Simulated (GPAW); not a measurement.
Consider Br (Immm).

```xyz
1
Lattice="-1.2868 1.7200 3.5780 1.2868 -1.7200 3.5780 1.2868 1.7200 -3.5780" Properties=species:S:1:pos:R:3 pbc="T T T"
Br    0.0000    0.0000    0.0000
```

Absorber: atom 1, with 2 Br at 2.57 Å (linear, site symmetry mmm). Method: GPAW, LDA, excited-electron core hole (neutral cell), 5-atom cell with 5.5 Å between holes, 5×5×5 k points, dipole transitions, Gaussian full width 2.52 eV up to 4 eV, rising linearly to 3.5 eV at 25 eV.

This is not the structure that solid Br takes at ambient pressure (space group No. 64); it is a model or a phase of other conditions.

**Question.** What does the Br K edge look like?

Main maxima up to 30 eV above the zero (height): 1.0 eV (1.23), 9.2 eV (1.29), 17.4 eV (1.50) and 25.6 eV (1.29). A K edge sees empty p states on the absorber. 

The Br K spectrum (energy from the lowest empty level; intensity scaled to a mean of 1 over the first 20 eV; polarised curves are means over the symmetry-equivalent atoms):

```csv
E (eV),isotropic,ε ∥ x,ε ∥ y,ε ∥ z
-2.00,0.07,0.17,0.05,0.00
-1.25,0.27,0.65,0.17,0.00
-0.50,0.65,1.63,0.33,0.00
0.25,1.06,2.77,0.41,0.00
1.00,1.23,3.36,0.31,0.00
1.75,1.13,3.23,0.15,0.00
2.50,0.98,2.88,0.04,0.00
3.25,0.79,2.36,0.01,0.01
4.00,0.51,1.49,0.02,0.03
4.75,0.27,0.64,0.07,0.11
5.50,0.23,0.20,0.17,0.31
6.25,0.38,0.08,0.37,0.70
7.00,0.67,0.10,0.66,1.24
7.75,0.98,0.14,1.05,1.75
8.50,1.21,0.18,1.48,1.98
9.25,1.29,0.22,1.80,1.85
10.00,1.18,0.24,1.83,1.48
10.75,0.98,0.28,1.58,1.08
11.50,0.80,0.37,1.26,0.78
12.25,0.74,0.52,1.07,0.62
13.00,0.80,0.74,1.07,0.59
13.75,0.95,1.01,1.16,0.67
14.50,1.12,1.30,1.23,0.84
15.25,1.27,1.52,1.24,1.06
16.00,1.39,1.66,1.22,1.29
16.75,1.47,1.76,1.20,1.46
17.50,1.50,1.79,1.20,1.52
18.25,1.47,1.74,1.18,1.47
19.00,1.38,1.60,1.16,1.39
19.75,1.30,1.43,1.13,1.34
20.50,1.24,1.29,1.11,1.34
21.25,1.22,1.19,1.11,1.35
22.00,1.20,1.14,1.14,1.34
22.75,1.21,1.11,1.20,1.32
23.50,1.23,1.11,1.28,1.31
24.25,1.26,1.13,1.36,1.30
25.00,1.29,1.16,1.41,1.29
25.75,1.29,1.18,1.42,1.27
26.50,1.28,1.19,1.39,1.27
27.25,1.26,1.19,1.32,1.27
28.00,1.24,1.19,1.25,1.28
28.75,1.23,1.19,1.22,1.27
29.50,1.23,1.20,1.21,1.26
30.25,1.23,1.21,1.22,1.25
31.00,1.22,1.22,1.21,1.24
31.75,1.22,1.22,1.20,1.23
```

The script folds with a Gaussian, whereas the core hole's own line is a Lorentzian, so the onset is too steep and the first peak too high. The primitive cell holds an odd number of electrons, so a spin-paired run has to come out metallic; that is right for a metal, but some such compounds are magnetic or distorted insulators. The holes are only 5.5 Å apart, so the shape is probably not converged with cell size; no larger cell was run here. Lifetime broadening is put in by hand, and intensities beyond about 20 eV depend on it and on the partial waves. The structure is a computed Materials Project entry and may be a hypothetical form.

[Banner, clock and machine lines of the logs are left out without a mark of their own.]

[Logs are printed without paths, hosts, clocks, repeated set-up lines and the standing remarks that a program may print on its own settings, such as how far it seeks lower states.]

[Hosts, paths, dates, database ids (printed as entryN), source tags and the programs' standing remarks are cut or masked in the printed files.]

[Lists of maxima count a maximum above −3 eV only where it reaches 4 % of the highest in the window and stands out from its surroundings by 2 % of it (1.5 % where it reaches 55 %); shoulders and weaker maxima are passed over, and of the rest the first, up to two pre-edge ones and the few strongest are named.]
